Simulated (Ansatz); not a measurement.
# Cl on W(110): change of the work function, part 3 of 3

How does Cl on the hollow site change the work function of W(110) as the layer fills?

Ansatz 0.2.0; plane-wave DFT, PBE, Ansatz PAW.

So far, work function, upper face (eV): step 2 (the clean slab) 4.84; step 3 (17 atoms, coverage 0.25 ML, cell 2x2) 4.46.

## Step 4: Adsorbate added, k-mesh 12×12×1, coverage 1 ML

System of this step: W4Cl (Cl/W(110)). The cell holds 5 atoms: 4 W and 1 Cl. Its edges and angles: a = 2.737 Å, b = 2.737 Å, c = 26.954 Å, α = 90.0°, β = 90.0°, γ = 70.5°. Vacuum lies along c.

Another coverage, to see how the dipoles act on each other as their distance changes.

The input, input.yaml:

```yaml
crystal:
  lattice:
    - [2.2344574285, -1.58, 0.0]
    - [2.2344574285, 1.58, 0.0]
    - [0.0, 0.0, 26.9540398321]
  atoms:
    - { symbol: W, position: [0.0, 0.0, 0.3339017103] }
    - { symbol: W, position: [0.5, 0.5, 0.4168005056] }
    - { symbol: W, position: [0.0, 0.0, 0.5011045757] }
    - { symbol: W, position: [0.5, 0.5, 0.582434458] }
    - { symbol: Cl, position: [0.84, 0.84, 0.6660982897] }
kpoints:
  mp_grid: { grid: [12, 12, 1] }
hamiltonian:
  xc: pbe
scf:
  occupations: { method: fermi_dirac, width: 0.1 }
  convergence: { dr2_threshold: 1.0e-08 }
efield:
  axis: 3
  dipole_correction: true
  ramp_position: 0.97
  ramp_width: 0.06
relax:
  f_tol: 0.02
  max_steps: 60
  constraints: [{ sites: [0, 1] }]
output:
  write_potential: true
  write_density: true
  volumetric_format: npy
```

Run with:

```console
ansatz run input.yaml --threads 4 --pin off --max-ram 6144MiB --backend cpu --events-out ev --progress --plain --runs-dir out
```

Numbers of over 12 decimals in the logs are rounded to 6 here.

Log:

```text
[...]
Crystal: 5 atoms, lattice volume = 190.319 Å³
Basis set: ecut = 420 eV, 3773 PW (Γ), exchange–correlation on 40×40×384 points (8 copies of the dense FFT grid, shifted against one another)
Bands: 38, of which v1, the nominal top of the filled ones, is band 32 counted from 1 (31 counted from 0)
Symmetry: 2 space group operations
[...]
k-points: 43 of 144 (time reversal used)
[...]
SCF iter   1: F=—  HF=-42616.769008 eV  |F-HF|=—  |Δ(HF+E_count)|=         —  Δρ=8.16e-3  dr2=1.88e0  ethr=1.77e-3  p=-0.031 e·Å  D=-2.92e-2 V/Å  ΔV_dip=0.79 eV  dr2_dipole=1.30e-1  V_vac-E_F(+/−)=5.76/4.97 eV  ⟨swp⟩=9.4  Hψ=18170  notcnv=0  defer=12
[...]
SCF iter   9: F=-42616.690365 eV  HF=-42616.690365 eV  |F-HF|=3.25e-9  |Δ(HF+E_count)|=   3.91e-8  Δρ=7.82e-7  dr2=2.82e-9  ethr=1.59e-11  p=-0.014 e·Å  D=-1.32e-2 V/Å  ΔV_dip=0.35 eV  dr2_dipole=5.64e-14  V_vac-E_F(+/−)=5.22/4.87 eV  ⟨swp⟩=11.2  Hψ=12890  notcnv=0
SCF 1 converged in 9 iterations: F = -42616.690365 eV  dr2 = 2.82e-9
[...]
relax step   1: F+E_penalty+E_count = -42616.69036524 eV  Δ(F+E_penalty+E_count) = +0.000e0 eV  max|allowed force component| = 1.923e0 eV/Å  Δτ_max = 0.0000 Å  (9 SCF iters, accepted)
Bands: 44, of which v1, the nominal top of the filled ones, is band 32 counted from 1 (31 counted from 0)
[...]
SCF iter   1: F=—  HF=-42617.245402 eV  |F-HF|=—  |Δ(HF+E_count)|=         —  Δρ=1.27e-2  dr2=4.36e0  ethr=3.10e-3  p=-0.014 e·Å  D=-1.32e-2 V/Å  ΔV_dip=0.35 eV  dr2_dipole=2.44e0  V_vac-E_F(+/−)=5.07/4.71 eV  ⟨swp⟩=5.5  Hψ=5769  notcnv=0  defer=31
[...]
SCF iter   9: F=-42617.043455 eV  HF=-42617.043455 eV  |F-HF|=9.20e-9  |Δ(HF+E_count)|=   4.07e-8  Δρ=9.44e-7  dr2=2.42e-9  ethr=1.59e-11  p=0.034 e·Å  D=3.24e-2 V/Å  ΔV_dip=-0.87 eV  dr2_dipole=2.66e-10  V_vac-E_F(+/−)=4.00/4.87 eV  ⟨swp⟩=9.7  Hψ=13420  notcnv=0
SCF 2 converged in 9 iterations: F = -42617.043455 eV  dr2 = 2.42e-9
relax step   2: F+E_penalty+E_count = -42617.04345474 eV  Δ(F+E_penalty+E_count) = -3.531e-1 eV  max|allowed force component| = 8.324e-1 eV/Å  Δτ_max = 0.1948 Å  (9 SCF iters, accepted)
[...]
SCF iter   8: F=-42617.073965 eV  HF=-42617.073965 eV  |F-HF|=2.07e-8  |Δ(HF+E_count)|=   1.28e-7  Δρ=2.16e-6  dr2=9.07e-9  ethr=1.59e-11  p=0.033 e·Å  D=3.18e-2 V/Å  ΔV_dip=-0.86 eV  dr2_dipole=6.95e-10  V_vac-E_F(+/−)=4.02/4.88 eV  ⟨swp⟩=10.1  Hψ=14876  notcnv=0
SCF 3 converged in 8 iterations: F = -42617.073965 eV  dr2 = 9.07e-9
relax step   3: F+E_penalty+E_count = -42617.07396536 eV  Δ(F+E_penalty+E_count) = -3.051e-2 eV  max|allowed force component| = 4.551e-1 eV/Å  Δτ_max = 0.1913 Å  (8 SCF iters, accepted)
[...]
relax step   4: F+E_penalty+E_count = -42617.08853692 eV  Δ(F+E_penalty+E_count) = -1.457e-2 eV  max|allowed force component| = 4.287e-2 eV/Å  Δτ_max = 0.0592 Å  (8 SCF iters, accepted)
SCF iter   1: F=—  HF=-42617.088497 eV  |F-HF|=—  |Δ(HF+E_count)|=         —  Δρ=3.43e-4  dr2=3.17e-4  ethr=7.12e-6  p=0.033 e·Å  D=3.16e-2 V/Å  ΔV_dip=-0.85 eV  dr2_dipole=1.55e-5  V_vac-E_F(+/−)=4.03/4.88 eV  ⟨swp⟩=2.2  Hψ=3563  notcnv=0  defer=58
[...]
SCF iter   6: F=-42617.088659 eV  HF=-42617.088659 eV  |F-HF|=9.79e-9  |Δ(HF+E_count)|=   3.45e-8  Δρ=9.10e-7  dr2=1.25e-9  ethr=1.59e-11  p=0.033 e·Å  D=3.17e-2 V/Å  ΔV_dip=-0.85 eV  dr2_dipole=1.21e-10  V_vac-E_F(+/−)=4.03/4.88 eV  ⟨swp⟩=11.2  Hψ=13118  notcnv=0
SCF 5 converged in 6 iterations: F = -42617.088659 eV  dr2 = 1.25e-9
relax step   5: F+E_penalty+E_count = -42617.08865926 eV  Δ(F+E_penalty+E_count) = -1.223e-4 eV  max|allowed force component| = 1.314e-3 eV/Å  Δτ_max = 0.0062 Å  (6 SCF iters, accepted)
[...]
SCF converged after 6 iterations
Free energy (F): -42617.088659 eV
[...]
Internal energy: -42616.995619 eV  (E = F + TS)
E sigma→0 (E₀):  -42617.042139 eV
Entropy (-TS):   -0.093040 eV (-18.608 meV/atom)
Fermi energy:    5.818594 eV
Dipole field:    D = 0.031680 V/Å  (p = 0.033320 e·Å, saw-weighted, corrected)
Work function:   Φ+ = 4.0254 eV   Φ− = 4.8793 eV
[...]
--- Forces (eV/Å), atoms counted from 1 ---
  atom   1  W     -0.02228432    -0.00000000     0.35818918
  atom   2  W      0.02146847    -0.00000000    -0.36008165
  atom   3  W     -0.00031073     0.00000000     0.00119075
  atom   4  W      0.00131395    -0.00000000     0.00077612
  atom   5  Cl    -0.00017686    -0.00000000    -0.00007096
  max |Σ_I F_I| component: 1.05e-5 eV/Å
--- Band table (eV; the first three rows and the last of 43) ---
  k-point 0: bands = [... 28 lower, 4.3874, 4.4737, 4.5649, 5.2415, 5.9730, 6.5303, 7.2542, 7.6156, ... 8 higher]
  k-point 1: bands = [... 28 lower, 4.2182, 4.3843, 4.7142, 5.2952, 5.6976, 6.6926, 7.0946, 7.4299, ... 8 higher]
  k-point 2: bands = [... 28 lower, 4.0037, 4.1260, 4.8275, 5.2224, 5.7643, 6.9107, 7.1024, 7.3103, ... 8 higher]
  k-point 42: bands = [... 28 lower, 4.5622, 5.9104, 6.8299, 6.9327, 7.0586, 7.1555, 8.5881, 9.4433, ... 8 higher]
--- Relaxed structure (5 steps of the walk, 5 accepted, 0 SCFs on fresh bases) ---
  F+E_penalty+E_count = -42617.08865926 eV   max|allowed force component| = 1.314e-3 eV/Å
  atoms:
    - { symbol: W, position: [0.0, 0.0, 0.3339017103] }
    - { symbol: W, position: [0.500000, 0.500000, 0.4168005056] }
    - { symbol: W, position: [0.00198517, 0.00198517, 0.500729] }
    - { symbol: W, position: [0.516024, 0.516024, 0.583455] }
    - { symbol: Cl, position: [0.854478, 0.854478, 0.654904] }
```

Run time: 41 s. Hardware: 4 threads of Arm Neoverse V1, shared host; peak memory 0.65 GiB; 2.7 min of CPU time.

Step by step:

```csv
step,energy less that of the first step (eV),largest force component (eV/Å)
1,0.0000,1.9228
2,-0.3531,0.8324
3,-0.3836,0.4551
4,-0.3982,0.0429
5,-0.3983,0.0013
```

The run keeps the 2 symmetry operations that it works with, so distortions that break them were not tested.

The atoms that moved most (Å):

```csv
atom,dx,dy,dz,length
Cl5,0.065,0.000,-0.302,0.309
W4,0.072,0.000,0.028,0.077
W3,0.009,0.000,-0.010,0.013
```

The relaxed structure:

```xyz
5
Lattice="2.2345 -1.5800 0.0000 2.2345 1.5800 0.0000 0.0000 0.0000 26.9540" Properties=species:S:1:pos:R:3
W     0.0000    0.0000    9.0000
W     2.2345    0.0000   11.2345
W     0.0089    0.0000   13.4967
W     2.3061    0.0000   15.7265
Cl    3.8186    0.0000   17.6523
```

This step gave:

```yaml
energy_at_zero_smearing: -42617.0421 eV
work_function_upper_face: 4.025 eV
work_function_lower_face: 4.879 eV
dipole_along_the_normal: 0.03332 e·Å
step_between_the_vacuum_levels: -0.8539 eV
```

Running mean over 2.234 Å of the planar mean; the ramp of the sawtooth is left out. Electron's electrostatic potential energy less the Fermi level against z:

z (Å), electron's electrostatic potential energy less the Fermi level (eV) and a bar from the least value:
```
      3.5        4.9 ##############################
      4.0        4.9 ##############################
      4.5        4.9 ##############################
      5.0        4.9 ##############################
      5.5        4.8 ##############################
      6.0        4.7 ##############################
      6.5        4.4 #############################
      7.0        3.3 ###########################
      7.5       -0.2 ######################
      8.0       -5.8 #############
      8.5      -10.5 #####
      9.0      -12.2 ##
      9.5      -12.5 ##
     10.0      -12.6 ##
     10.5      -12.7 #
     11.0      -12.7 #
     11.5      -12.7 #
     12.0      -12.5 ##
     12.5      -12.4 ##
     13.0      -12.6 ##
     13.5      -12.7 #
     14.0      -12.7 #
     14.5      -12.8 #
     15.0      -12.9 #
     15.5      -13.1 #
     16.0      -13.5 
     16.5      -13.3 
     17.0      -11.0 ####
     17.5       -7.5 ##########
     18.0       -5.4 #############
     18.5       -2.7 ##################
     19.0        0.9 ########################
     19.5        3.3 ###########################
     20.0        3.9 ############################
     20.5        4.0 #############################
     21.0        4.0 #############################
     21.5        4.0 #############################
     22.0        4.0 #############################
     22.5        4.0 #############################
     23.0        4.0 #############################
     23.5        4.0 #############################
```

The relaxation took 5 steps and lowered the energy by 0.40 eV; the largest force on the free atoms ends at 0.0013 eV/Å.

The covered face has 4.03 eV, -0.82 eV against the clean one; the bare back face has moved by -0.02 eV, a measure of how thin the slab is.

## Step 5: Work function against coverage

This step: plane-wave DFT, PBE, Ansatz PAW; work function against coverage (Ansatz 0.2.0).

The runs are now put side by side.

Numbers from this step:

| Quantity | Value |
| --- | --- |
| work function of the clean face | 4.845 eV |
| largest change of the work function | -0.8193 eV |

The work function of the covered face by coverage:

```csv
coverage (adsorbates/nm²),work function of the covered face (eV)
0.00,4.84
3.54,4.46
14.16,4.03
```

The dipole per adsorbate comes from the change of the cell's dipole. Coverage, by row:

```csv
coverage (1/nm²),coverage (ML),work function (eV),change (eV),"dipole per adsorbate, positive end outwards (debye)",mean height of the added atoms over the highest substrate atom (Å)
3.541,0.25,4.457,-0.3875,0.291,1.933
14.16,1,4.025,-0.8193,0.15,1.926
```

## Step 6: Summary of results

- work function of the clean face: 4.84 eV
- work function at 0.25 ML: 4.46 eV
- work function at 1 ML: 4.03 eV
- dipole per adsorbate at 0.25 ML, positive end outwards: 0.29 D

Cl lowers the work function of W(110) at the lowest coverage, by 0.39 eV: the adsorbate layer has its positive end outwards. An electronegative adsorbate that lowers the work function shows that charge transfer alone doesn't fix the sign: the pushed-back electron tail of the metal and the adsorbate's own polarisation count too. At the highest coverage the adsorbates are pressed to about 2.7 Å, closer than unbonded atoms of this kind usually come, so a real layer may not reach it. The slab has 4 layers, at the tabulated experimental lattice constant, one starting site was run, and quantum-size effects of a slab this thin can reach one or two tenths of an eV.

[Logs are printed without paths, hosts, clocks, repeated set-up lines and the standing remarks that a program may print on its own settings, such as how far it seeks lower states.]

[Hosts, paths, dates, database ids (printed as entryN), source tags and the programs' standing remarks are cut or masked in the printed files.]

[Maps of the electrostatic potential energy from Ansatz leave out the sawtooth potential of an applied field or a dipole correction, so their vacuum need not be flat; planar profiles and work functions include it.]
